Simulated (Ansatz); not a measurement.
# Ca on Ni(100): change of the work function, part 3 of 4

Aim: the work function of Ni(100) at several coverages of Ca (hollow site), and the dipole that each adsorbate carries.

Ansatz 0.2.0; plane-wave DFT, PBE, Ansatz PAW.

So far, work function, upper face (eV): step 2 (the clean slab) 4.88; step 3 (37 atoms, coverage 0.111 ML, cell 3x3) 2.48.

### Step 4. The covered slab, k-mesh 6×6×1, coverage 0.25 ML

System of this step: Ca/Ni(100). The cell holds 17 atoms: 16 Ni and 1 Ca. Its edges and angles: a = 4.978 Å, b = 4.978 Å, c = 25.775 Å, α = 90.0°, β = 90.0°, γ = 90.0°. Vacuum lies along c.

Another coverage, to see how the dipoles act on each other as their distance changes.

Input file input.yaml:

```yaml
crystal:
  lattice:
    - [4.9780317396, 0.0, 0.0]
    - [0.0, 4.9780317396, 0.0]
    - [0.0, 0.0, 25.775405062]
  atoms:
    - { symbol: Ni, position: [0.25, 0.25, 0.3491700704], spin: 0.76 }
    - { symbol: Ni, position: [0.0, 0.0, 0.4174522175], spin: 0.69 }
    - { symbol: Ni, position: [0.25, 0.25, 0.4865936708], spin: 0.7 }
    - { symbol: Ni, position: [0.0, 0.0, 0.5522947776], spin: 0.76 }
    - { symbol: Ni, position: [0.25, 0.75, 0.3491700704], spin: 0.76 }
    - { symbol: Ni, position: [0.0, 0.5, 0.4174522175], spin: 0.69 }
    - { symbol: Ni, position: [0.25, 0.75, 0.4865936708], spin: 0.7 }
    - { symbol: Ni, position: [0.0, 0.5, 0.5522947776], spin: 0.76 }
    - { symbol: Ni, position: [0.75, 0.25, 0.3491700704], spin: 0.76 }
    - { symbol: Ni, position: [0.5, 0.0, 0.4174522175], spin: 0.69 }
    - { symbol: Ni, position: [0.75, 0.25, 0.4865936708], spin: 0.7 }
    - { symbol: Ni, position: [0.5, 0.0, 0.5522947776], spin: 0.76 }
    - { symbol: Ni, position: [0.75, 0.75, 0.3491700704], spin: 0.76 }
    - { symbol: Ni, position: [0.5, 0.5, 0.4174522175], spin: 0.69 }
    - { symbol: Ni, position: [0.75, 0.75, 0.4865936708], spin: 0.7 }
    - { symbol: Ni, position: [0.5, 0.5, 0.5522947776], spin: 0.76 }
    - { symbol: Ca, position: [0.25, 0.25, 0.6508299296] }
magnetization:
  spin_polarized: true
kpoints:
  mp_grid: { grid: [6, 6, 1] }
hamiltonian:
  xc: pbe
scf:
  occupations: { method: fermi_dirac, width: 0.1 }
  convergence: { dr2_threshold: 1.0e-08 }
efield:
  axis: 3
  dipole_correction: true
  ramp_position: 0.97
  ramp_width: 0.06
relax:
  f_tol: 0.02
  max_steps: 60
  constraints: [{ sites: [0, 1, 4, 5, 8, 9, 12, 13] }]
output:
  dos: { projected: true, e_range: [-8, 4] }
  write_potential: true
  write_density: true
  volumetric_format: npy
  elf: true
```

Command:

```sh
> ansatz run input.yaml --threads 4 --pin off --max-ram 16384MiB --backend cpu --events-out ev --progress --plain --runs-dir out
```

Numbers of over 12 decimals in the logs are rounded to 6 here.

The log of the run:

```text
[...]
Crystal: 17 atoms, lattice volume = 638.735 Å³
Basis set: ecut = 420 eV, 12507 PW (Γ), exchange–correlation on 72×72×360 points (8 copies of the dense FFT grid, shifted against one another)
Bands: 186, of which v1, the nominal top of the filled ones, is band 149 counted from 1 (148 counted from 0)
Symmetry: 8 space group operations
k-points: 10 of 36
[...]
Starting moments: Σ|m| = 11.64 μB on 16 of 17 sites
[...]
SCF iter   1: F=—  HF=-95232.198776 eV  |F-HF|=—  |Δ(HF+E_count)|=         —  Δρ=1.90e-2 (↑1.34e-2 ↓1.90e-2)  dr2=3.24e1  dr2_m=6.90e-1  M=11.818 μB ∫|m|=12.442 μB  β_m=1.00  ethr=3.10e-3  p=-0.000 e·Å  D=-1.40e-6 V/Å  ΔV_dip=0.00 eV  dr2_dipole=3.57e0  V_vac-E_F(+/−)=7.01/7.01 eV  ⟨swp⟩=11.8  Hψ=20129  notcnv=0  defer=209
[...]
SCF iter  23: F=-95246.887305 eV  HF=-95246.887305 eV  |F-HF|=1.99e-9  |Δ(HF+E_count)|=   1.02e-8  Δρ=4.91e-7 (↑1.86e-7 ↓4.91e-7)  dr2=4.26e-9  dr2_m=2.92e-10  M=10.339 μB ∫|m|=11.964 μB  ethr=1.00e-12  p=0.304 e·Å  D=8.60e-2 V/Å  ΔV_dip=-2.22 eV  dr2_dipole=4.52e-10  V_vac-E_F(+/−)=2.67/4.89 eV  ⟨swp⟩=14.7  Hψ=27872  notcnv=0
SCF 1 converged in 23 iterations: F = -95246.887305 eV  dr2 = 4.26e-9
[...]
relax step   1: F+E_penalty+E_count = -95246.88730484 eV  Δ(F+E_penalty+E_count) = +0.000e0 eV  max|allowed force component| = 1.256e0 eV/Å  Δτ_max = 0.0000 Å  (23 SCF iters, accepted)
[...]
SCF iter  17: F=-95247.105511 eV  HF=-95247.105511 eV  |F-HF|=6.55e-10  |Δ(HF+E_count)|=  3.06e-10  Δρ=1.93e-7 (↑6.53e-8 ↓1.93e-7)  dr2=6.77e-10  dr2_m=4.73e-11  M=10.156 μB ∫|m|=11.783 μB  ethr=1.21e-12  p=0.332 e·Å  D=9.39e-2 V/Å  ΔV_dip=-2.42 eV  dr2_dipole=1.93e-10  V_vac-E_F(+/−)=2.47/4.89 eV  ⟨swp⟩=12.8  Hψ=22236  notcnv=0
SCF 2 converged in 17 iterations: F = -95247.105511 eV  dr2 = 6.77e-10
[...]
relax step   2: F+E_penalty+E_count = -95247.10551087 eV  Δ(F+E_penalty+E_count) = -2.182e-1 eV  max|allowed force component| = 8.008e-1 eV/Å  Δτ_max = 0.1953 Å  (17 SCF iters, accepted)
SCF iter   1: F=—  HF=-95247.163870 eV  |F-HF|=—  |Δ(HF+E_count)|=         —  Δρ=1.94e-3 (↑1.15e-3 ↓1.94e-3)  dr2=5.25e-2  dr2_m=5.55e-3  M=10.072 μB ∫|m|=11.716 μB  β_m=1.00  ethr=2.73e-4  p=0.332 e·Å  D=9.39e-2 V/Å  ΔV_dip=-2.42 eV  dr2_dipole=3.82e-7  V_vac-E_F(+/−)=2.48/4.90 eV  ⟨swp⟩=6.0  Hψ=9919  notcnv=0  defer=280
[...]
SCF iter  15: F=-95247.155403 eV  HF=-95247.155403 eV  |F-HF|=8.08e-9  |Δ(HF+E_count)|=  3.49e-10  Δρ=3.46e-7 (↑1.32e-7 ↓3.46e-7)  dr2=7.23e-9  dr2_m=1.61e-10  M=10.064 μB ∫|m|=11.680 μB  ethr=1.00e-12  p=0.346 e·Å  D=9.80e-2 V/Å  ΔV_dip=-2.53 eV  dr2_dipole=2.42e-9  V_vac-E_F(+/−)=2.37/4.89 eV  ⟨swp⟩=11.8  Hψ=24429  notcnv=0
SCF 3 converged in 15 iterations: F = -95247.155403 eV  dr2 = 7.23e-9
relax step   3: F+E_penalty+E_count = -95247.15540299 eV  Δ(F+E_penalty+E_count) = -4.989e-2 eV  max|allowed force component| = 5.735e-1 eV/Å  Δτ_max = 0.0799 Å  (15 SCF iters, accepted)
[...]
relax step   4: F+E_penalty+E_count = -95247.18624911 eV  Δ(F+E_penalty+E_count) = -3.085e-2 eV  max|allowed force component| = 3.736e-1 eV/Å  Δτ_max = 0.1946 Å  (15 SCF iters, accepted)
[...]
relax step   5: F+E_penalty+E_count = -95247.20002543 eV  Δ(F+E_penalty+E_count) = -1.378e-2 eV  max|allowed force component| = 7.745e-2 eV/Å  Δτ_max = 0.0800 Å  (13 SCF iters, accepted)
SCF iter   1: F=—  HF=-95247.201412 eV  |F-HF|=—  |Δ(HF+E_count)|=         —  Δρ=3.62e-4 (↑3.05e-4 ↓3.62e-4)  dr2=3.93e-3  dr2_m=2.32e-4  M=9.945 μB ∫|m|=11.557 μB  β_m=1.00  ethr=2.20e-5  p=0.361 e·Å  D=1.02e-1 V/Å  ΔV_dip=-2.64 eV  dr2_dipole=3.12e-4  V_vac-E_F(+/−)=2.26/4.90 eV  ⟨swp⟩=3.0  Hψ=6965  notcnv=0  defer=290
[...]
SCF iter  13: F=-95247.201139 eV  HF=-95247.201139 eV  |F-HF|=2.53e-9  |Δ(HF+E_count)|=   1.37e-9  Δρ=4.52e-7 (↑1.48e-7 ↓4.52e-7)  dr2=3.19e-9  dr2_m=1.86e-10  M=9.944 μB ∫|m|=11.556 μB  ethr=1.00e-12  p=0.363 e·Å  D=1.03e-1 V/Å  ΔV_dip=-2.65 eV  dr2_dipole=5.99e-10  V_vac-E_F(+/−)=2.24/4.90 eV  ⟨swp⟩=10.6  Hψ=23654  notcnv=0
SCF 6 converged in 13 iterations: F = -95247.201139 eV  dr2 = 3.19e-9
relax step   6: F+E_penalty+E_count = -95247.20113872 eV  Δ(F+E_penalty+E_count) = -1.113e-3 eV  max|allowed force component| = 9.483e-3 eV/Å  Δτ_max = 0.0145 Å  (13 SCF iters, accepted)
[...]
SCF converged after 13 iterations
Magnetization: 9.9444 μB (153.9722 up, 144.0278 down)
Absolute magnetization: 11.5667 μB (∫|ρ↑−ρ↓|, with the PAW one-centre terms)
[...]
Per-site moments (μB) at R_I (Å): [(0.759576, 1.026719), (0.688700, 1.024406), (0.675516, 1.013198), (0.557225, 1.012871), (0.763568, 1.026719), (0.688700, 1.024406), (0.652122, 1.012871), (0.557225, 1.012871), (0.763568, 1.026719), (0.688700, 1.024406), (0.652122, 1.012871), (0.557225, 1.012871), (0.759449, 1.026719), (0.688700, 1.024406), (0.633500, 1.016228), (0.557225, 1.012871), (-0.041910, 1.140289)]
Free energy (F): -95247.201139 eV
[...]
Internal energy: -95246.270252 eV  (E = F + TS)
E sigma→0 (E₀):  -95246.735695 eV
Entropy (-TS):   -0.930887 eV (-54.758 meV/atom)
Fermi energy:    2.948545 eV
Dipole field:    D = 0.102971 V/Å  (p = 0.363474 e·Å, saw-weighted, corrected)
Work function:   Φ+ = 2.2432 eV   Φ− = 4.8974 eV
[...]
--- Forces (eV/Å), atoms counted from 1 ---
  atom   1  Ni    -0.00000000     0.00000000     0.33839278
  atom   2  Ni     0.03940835     0.03940835    -0.31938020
  atom   3  Ni    -0.00000000     0.00000000    -0.00396836
  atom   4  Ni     0.00109283     0.00109283    -0.00321648
  atom   5  Ni     0.00000000     0.00000000     0.32126086
  atom   6  Ni     0.03940835    -0.03940835    -0.31938020
  atom   7  Ni    -0.00000000     0.00000000    -0.00948312
  atom   8  Ni     0.00109283    -0.00109283    -0.00321648
  atom   9  Ni     0.00000000     0.00000000     0.32126086
  atom  10  Ni    -0.03940835     0.03940835    -0.31938020
  atom  11  Ni     0.00000000     0.00000000    -0.00948312
  atom  12  Ni    -0.00109283     0.00109283    -0.00321648
  atom  13  Ni    -0.00000000     0.00000000     0.33441011
  atom  14  Ni    -0.03940835    -0.03940835    -0.31938020
  atom  15  Ni     0.00000000     0.00000000    -0.00849449
  atom  16  Ni    -0.00109283    -0.00109283    -0.00321648
  atom  17  Ca     0.00000000     0.00000000     0.00645432
  max |Σ_I F_I| component: 3.69e-5 eV/Å
--- Band table (eV; the first three rows and the last of 20) ---
  k-point 0 ↑: bands = [... 145 lower, 2.4188, 2.4188, 2.4528, 2.5130, 2.5177, 2.7560, 2.8439, 3.2595, ... 33 higher]
  k-point 1 ↑: bands = [... 145 lower, 2.3854, 2.3903, 2.3985, 2.4093, 2.4629, 2.6158, 2.6238, 2.6951, ... 33 higher]
  k-point 2 ↑: bands = [... 145 lower, 2.2997, 2.3483, 2.3529, 2.3586, 2.4054, 2.4370, 2.4594, 2.4801, ... 33 higher]
  k-point 9 ↓: bands = [... 145 lower, 2.7340, 2.7422, 2.7525, 3.1848, 3.1848, 3.2032, 3.2141, 3.2299, ... 33 higher]
--- Relaxed structure (6 steps of the walk, 6 accepted, 0 SCFs on fresh bases) ---
  F+E_penalty+E_count = -95247.20113872 eV   max|allowed force component| = 9.483e-3 eV/Å
  atoms:
    - { symbol: Ni, position: [0.25, 0.25, 0.349170] }
    - { symbol: Ni, position: [0.0, 0.0, 0.4174522175] }
    - { symbol: Ni, position: [0.25, 0.25, 0.487437] }
    - { symbol: Ni, position: [-0.00286381, -0.00286381, 0.553095] }
    - { symbol: Ni, position: [0.25, 0.750000, 0.349170] }
    - { symbol: Ni, position: [0.0, 0.5, 0.4174522175] }
    - { symbol: Ni, position: [0.25, 0.750000, 0.486672] }
    - { symbol: Ni, position: [-0.00286381, 0.502864, 0.553095] }
    - { symbol: Ni, position: [0.750000, 0.25, 0.349170] }
    - { symbol: Ni, position: [0.5, 0.0, 0.4174522175] }
    - { symbol: Ni, position: [0.750000, 0.25, 0.486672] }
    - { symbol: Ni, position: [0.502864, -0.00286381, 0.553095] }
    - { symbol: Ni, position: [0.750000, 0.750000, 0.349170] }
    - { symbol: Ni, position: [0.5, 0.5, 0.4174522175] }
    - { symbol: Ni, position: [0.750000, 0.750000, 0.485426] }
    - { symbol: Ni, position: [0.502864, 0.502864, 0.553095] }
    - { symbol: Ca, position: [0.25, 0.25, 0.635144] }
```

It took 15 min on 4 threads of Arm Neoverse V1, shared host; peak memory 3.8 GiB; 57 min of CPU time.

Step by step:

| step | energy less that of the first step (eV) | largest force component (eV/Å) |
| --- | --- | --- |
| 1 | 0.0000 | 1.2564 |
| 2 | -0.2182 | 0.8008 |
| 3 | -0.2681 | 0.5735 |
| 4 | -0.2989 | 0.3736 |
| 5 | -0.3127 | 0.0775 |
| 6 | -0.3138 | 0.0095 |

The run keeps the 8 symmetry operations that it works with, so distortions that break them were not tested.

The atoms that moved most (Å):

```csv
atom,dx,dy,dz,length
Ca17,0.000,0.000,-0.404,0.404
Ni15,0.000,0.000,-0.030,0.030
Ni16,0.014,0.014,0.021,0.029
Ni12,0.014,-0.014,0.021,0.029
Ni8,-0.014,0.014,0.021,0.029
Ni4,-0.014,-0.014,0.021,0.029
Ni3,0.000,0.000,0.022,0.022
```

The relaxed structure:

```
Ni Ca
1.0
     4.97803    0.00000    0.00000
     0.00000    4.97803    0.00000
     0.00000    0.00000   25.77541
Ni Ca
16 1
Cartesian
  1.2445 1.2445 9.0000
  0.0000 0.0000 10.7600
  1.2445 1.2445 12.5639
  -0.0143 -0.0143 14.2563
  1.2445 3.7335 9.0000
  0.0000 2.4890 10.7600
  1.2445 3.7335 12.5442
  -0.0143 2.5033 14.2563
  3.7335 1.2445 9.0000
  2.4890 0.0000 10.7600
  3.7335 1.2445 12.5442
  2.5033 -0.0143 14.2563
  3.7335 3.7335 9.0000
  2.4890 2.4890 10.7600
  3.7335 3.7335 12.5121
  2.5033 2.5033 14.2563
  1.2445 1.2445 16.3711
```

Numbers from this step:

- energy at zero smearing: -95246.7357 eV
- total moment: 9.944 μB
- work function, upper face: 2.243 eV
- work function, lower face: 4.897 eV
- dipole along the normal: 0.3635 e·Å
- step between the vacuum levels: -2.654 eV

The density of states has structure finer than the step of the table below, so its rows give means over 0.5 eV, whole bins alone (the curve runs from -8 to 1.98 eV). Peaks (eV: height): total -2.20: 66.9, -1.95: 55.0, -1.65: 54.5, -1.53: 68.3, -1.08: 57.7, -0.93: 68.3, -0.57: 63.7; up -2.26: 37.9, -2.20: 51.0, -1.92: 30.7, -1.65: 32.4, -1.53: 33.2, -0.84: 37.2, -0.57: 44.5; down -1.95: 30.9, -1.53: 35.1, -1.44: 30.6, -1.05: 30.2, -0.93: 39.5, -0.69: 35.0, -0.15: 31.3.

The density of states by energy, zero at the Fermi level; means over each step; values in states/eV a cell:

```
energy (eV)  total     up   down
       -7.5   1.05  0.529  0.521
       -7.0   1.20  0.596  0.599
       -6.5   2.50   1.26   1.25
       -6.0   2.24   1.17   1.07
       -5.5   3.17   1.68   1.49
       -5.0   4.24   2.35   1.88
       -4.5   8.37   5.54   2.83
       -4.0   18.8   11.8   7.01
       -3.5   23.1   14.1   9.00
       -3.0   26.2   13.7   12.5
       -2.5   32.5   19.2   13.3
       -2.0   41.6   24.2   17.4
       -1.5   46.1   25.2   20.9
       -1.0   52.2   28.9   23.3
       -0.5   43.5   19.3   24.2
        0.0   29.4   3.75   25.7
        0.5   12.9   3.33   9.55
        1.0   7.51   3.76   3.76
        1.5   7.43   3.15   4.28
```

Projected DOS per atom over height of the atomic layer and energy from the Fermi level. Layers: Ni4 Ni4 Ni4 Ni4 Ca from below.

Values in states/eV, 22 rows by 5 columns, each cell a mean:
```
0.20 0.28 0.20 0.23 0.11
0.27 0.29 0.30 0.26 0.27
0.34 0.31 0.37 0.34 0.48
1.04 0.99 0.93 0.82 0.68
2.17 1.59 1.56 1.72 0.40
2.88 2.38 2.46 2.95 0.30
4.02 2.81 2.47 3.66 0.20
3.31 2.49 2.72 3.21 0.33
2.55 1.82 1.95 3.01 0.55
2.32 2.57 2.38 2.39 0.21
1.49 1.73 1.64 1.44 0.01
1.18 1.95 1.99 1.31 0.01
0.91 1.84 1.85 0.99 0.04
0.55 1.09 1.21 0.62 0.06
0.30 0.53 0.61 0.35 0.05
0.18 0.31 0.31 0.21 0.02
0.12 0.25 0.25 0.15 0.01
0.10 0.16 0.15 0.12 0.01
0.14 0.18 0.17 0.15 0.02
0.05 0.13 0.13 0.06 0.01
0.03 0.10 0.11 0.03 0.00
0.02 0.10 0.11 0.03 0.00
```
Columns: height of the atomic layer (Å) from 9 to 16.4 (not evenly spaced); rows upwards: energy from the Fermi level (eV) from -7.96 to 1.95.

Projected DOS per atom, spin up over height of the atomic layer and energy from the Fermi level. Layers: Ni4 Ni4 Ni4 Ni4 Ca from below.

Values in states/eV, 22 rows by 5 columns, each cell a mean:
```
0.09 0.10 0.08 0.10 0.04
0.13 0.17 0.13 0.13 0.15
0.13 0.12 0.17 0.15 0.22
0.13 0.12 0.14 0.16 0.35
0.20 0.19 0.21 0.26 0.23
1.15 1.17 1.27 1.29 0.16
2.26 1.63 1.36 2.02 0.11
1.80 1.30 1.33 1.65 0.13
1.70 0.80 0.91 1.73 0.20
1.44 1.56 1.53 1.48 0.18
0.99 1.06 0.96 0.85 0.01
0.65 0.81 0.83 0.71 0.00
0.63 1.29 1.26 0.61 0.01
0.35 0.71 0.76 0.39 0.03
0.18 0.35 0.40 0.20 0.03
0.10 0.18 0.18 0.12 0.01
0.07 0.13 0.13 0.08 0.01
0.05 0.09 0.08 0.06 0.01
0.07 0.09 0.08 0.08 0.01
0.02 0.06 0.06 0.03 0.00
0.01 0.05 0.05 0.02 0.00
0.01 0.05 0.05 0.02 0.00
```
Columns: height of the atomic layer (Å) from 9 to 16.4 (not evenly spaced); rows upwards: energy from the Fermi level (eV) from -7.96 to 1.95.

Projected DOS per atom, spin down over height of the atomic layer and energy from the Fermi level. Layers: Ni4 Ni4 Ni4 Ni4 Ca from below.

Ten even steps from '0' (0.00 states/eV) to '9' (1.97 states/eV), each cell a mean:
```
00000
00000
10101
44431
97670
86680
85580
76770
45561
45440
23330
25530
12210
11210
00100
00000
00000
00000
00000
00000
00000
00000
```
Columns: height of the atomic layer (Å) from 9 to 16.4 (not evenly spaced); rows upwards: energy from the Fermi level (eV) from -7.96 to 1.95.

Site moment by atom:

| atom | site moment (μB) |
| --- | --- |
| Ni1 | 0.760 |
| Ni2 | 0.689 |
| Ni3 | 0.676 |
| Ni4 | 0.557 |
| Ni5 | 0.764 |
| Ni6 | 0.689 |
| Ni7 | 0.652 |
| Ni8 | 0.557 |
| Ni9 | 0.764 |
| Ni10 | 0.689 |
| Ni11 | 0.652 |
| Ni12 | 0.557 |
| Ni13 | 0.759 |
| Ni14 | 0.689 |
| Ni15 | 0.634 |
| Ni16 | 0.557 |
| Ca17 | -0.042 |

Spin density in the ca plane at fractional y = 0.250, with atoms of Ni and Ca within 0.2 Å of it.

Values in e/Å³, 7 rows by 16 columns, each cell a mean:
```
0.0 0.1 0.0 0.0 0.0 0.1 0.0 0.0 0.0 0.0 0.0 0.0 0.0 0.0 0.0 0.0
0.0 0.8 0.4 0.0 0.0 1.0 0.0 0.0 0.0 0.0 0.0 0.0 0.0 0.0 0.0 0.0
0.0 0.1 0.1 0.0 0.0 0.2 0.0 0.0 0.0 0.0 0.0 0.0 0.0 0.0 0.0 0.0
0.0 0.0 0.0 0.0 0.0 0.0 0.0 0.0 0.0 0.0 0.0 0.0 0.0 0.0 0.0 0.0
0.0 0.4 0.2 0.0 0.0 0.5 0.0 0.0 0.0 0.0 0.0 0.0 0.0 0.0 0.0 0.0
0.0 0.6 0.3 0.0 0.0 0.8 0.0 0.0 0.0 0.0 0.0 0.0 0.0 0.0 0.0 0.0
0.0 0.0 0.0 0.0 0.0 0.0 0.0 0.0 0.0 0.0 0.0 0.0 0.0 0.0 0.0 0.0
```
Columns run along c (16.0 Å, from fractional 0.28 to 0.90 of the cell), rows up along a (5.0 Å). Atoms in or near the plane, at fractional coordinates: Ni at (0.35, 0.25), Ni at (0.49, 0.25), Ni at (0.35, 0.75), Ni at (0.49, 0.75), Ca at (0.64, 0.25).

Valence density in the ca plane at fractional y = 0.250, with atoms of Ni and Ca within 0.2 Å of it. It is the smooth field of the valence electrons, not physical close to the nuclei.

Values in e/Å³, 7 rows by 16 columns, each cell a mean:
```
 0  1  1  0  0  2  0  0  0  0  0  0  0  0  0  0
 0 16  9  0  1 23  1  0  0  0  0  0  0  0  0  0
 0  3  2  0  0  4  0  0  0  0  0  0  0  0  0  0
 0  0  0  0  0  0  0  0  0  0  0  0  0  0  0  0
 0  8  4  0  1 11  1  0  1  3  0  0  0  0  0  0
 0 12  7  0  1 18  1  0  1  4  0  0  0  0  0  0
 0  0  0  0  0  1  0  0  0  1  0  0  0  0  0  0
```
Columns run along c (16.0 Å, from fractional 0.28 to 0.90 of the cell), rows up along a (5.0 Å). Atoms in or near the plane, at fractional coordinates: Ni at (0.35, 0.25), Ni at (0.49, 0.25), Ni at (0.35, 0.75), Ni at (0.49, 0.75), Ca at (0.64, 0.25).

ELF in the ca plane at fractional y = 0.250, with atoms of Ni and Ca within 0.2 Å of it. It is the smooth field of the valence electrons, not physical close to the nuclei.

Ten even steps from '0' (0.00) to '9' (0.84), each cell a mean:
```
12222223322332222332334310000123321000000000
11123322222322332233333332112222211000000000
11135642222223663223333333222222110000000000
11135642222223663223333333222222110000000000
11123322222322332233333332112222211000000000
12222223322332222332334310000123321100000000
12222223322333223332343112210023432100000000
11122222322322222233332268851013443210000000
11124532222223443223321699983012553210000000
11136742222223674223321899994002554210000000
11124532222223443223321699983012553210000000
11122222322322222233332268851013443210000000
12232223322333223332343112100023432100000000
```
Columns run along c (16.0 Å, from fractional 0.28 to 0.90 of the cell), rows up along a (5.0 Å). Atoms in or near the plane, at fractional coordinates: Ni at (0.35, 0.25), Ni at (0.49, 0.25), Ni at (0.35, 0.75), Ni at (0.49, 0.75), Ca at (0.64, 0.25).

The relaxation took 6 steps and lowered the energy by 0.31 eV; the largest force on the free atoms ends at 0.0095 eV/Å.

By hand: a sheet of dipoles makes a step −p/(ε₀A) in the electron's potential. With e/ε₀ = 180.95 V·Å, p = 0.3635 e·Å and A = 24.78 Å², that is −180.95 × (0.3635) / 24.78 = -2.654 eV, and the two vacuum levels of the run differ by -2.654 eV.

The covered face has 2.24 eV, -2.64 eV against the clean one; the bare back face has moved by +0.01 eV, a measure of how thin the slab is.

(Continued in part 4 of 4.)

[Logs are printed without paths, hosts, clocks, repeated set-up lines and the standing remarks that a program may print on its own settings, such as how far it seeks lower states.]

[Hosts, paths, dates, database ids (printed as entryN), source tags and the programs' standing remarks are cut or masked in the printed files.]

[Maps of the electrostatic potential energy from Ansatz leave out the sawtooth potential of an applied field or a dipole correction, so their vacuum need not be flat; planar profiles and work functions include it.]

[The density of states shown here was stored with 400 of the rows of the run's finer table, so its peaks can read low, often by over a quarter, or be missed, and its means over a window can be off by a tenth or more.]
